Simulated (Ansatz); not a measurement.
# TiAl3: which shell does photoemission see at 21.2 and 1486.7 eV? (PBE)

The valence band of TiAl3 mixes several shells. Work out by hand which one leads the spectrum's area at each photon energy.

Filled states come from the projected DOS of Ansatz 0.2.0 (PBE, plane waves); cross sections σ and asymmetry parameters β are those of free atoms in a Dirac–Hartree–Slater calculation. A shell's area is states × σ × angular factor, which is 1 − β·P₂(cos θ)/2 for unpolarised light, with θ = 90° from the beam and P₂ = -0.500.

**At 21.2 eV** (states counted from 11.2 eV below the zero; other shells add 0.014 to the products' sum of 9.57):

```
shell  filled states a cell  cross section (Mb an electron)      β  angular factor  product  share by hand (%)  share in the simulated spectrum (%)
Ti 4s                  0.52                           0.081   2.00            1.50   0.0636                  1                                    1
Ti 3d                  3.20                            2.54   0.16            1.04     8.47                 89                                   89
Al 3s                  2.59                           0.153   2.00            1.50    0.595                  6                                    6
Al 3p                  6.44                          0.0697  -0.25            0.94     0.42                  4                                    4
```

**At 1486.7 eV** (states counted from 11.6 eV below the zero; other shells add 1.6e-05 to the products' sum of 0.0022):

```
shell  filled states a cell  cross section (Mb an electron)     β  angular factor   product  share by hand (%)  share in the simulated spectrum (%)
Ti 4s                  0.52                        0.000227  2.00            1.50  0.000178                  8                                    8
Ti 3d                  3.20                        9.17e-05  0.73            1.18  0.000347                 16                                   16
Al 3s                  2.59                        0.000347  2.00            1.50   0.00135                 61                                   61
Al 3p                  6.44                        3.97e-05  0.93            1.23  0.000315                 14                                   14
```

Ti 3d leads at 21.2 eV and Al 3s at 1486.7 eV. Between the two energies σ of Ti 3d changes by a factor 3.6e-5 and that of Al 3s by 0.0023, so their ratio moves 63-fold in favour of the second. The simulated spectrum uses the same rule on the energy-resolved DOS, so the two share columns agree within a few points.

Only crystals where the two columns agree within 4 points and the lead is clear are worked in this form. Free-atom cross sections ignore the solid's final states, no escape depth or background enters, and the count of states a shell hangs on the projection.

[Logs are printed without paths, hosts, clocks, repeated set-up lines and the standing remarks that a program may print on its own settings, such as how far it seeks lower states.]
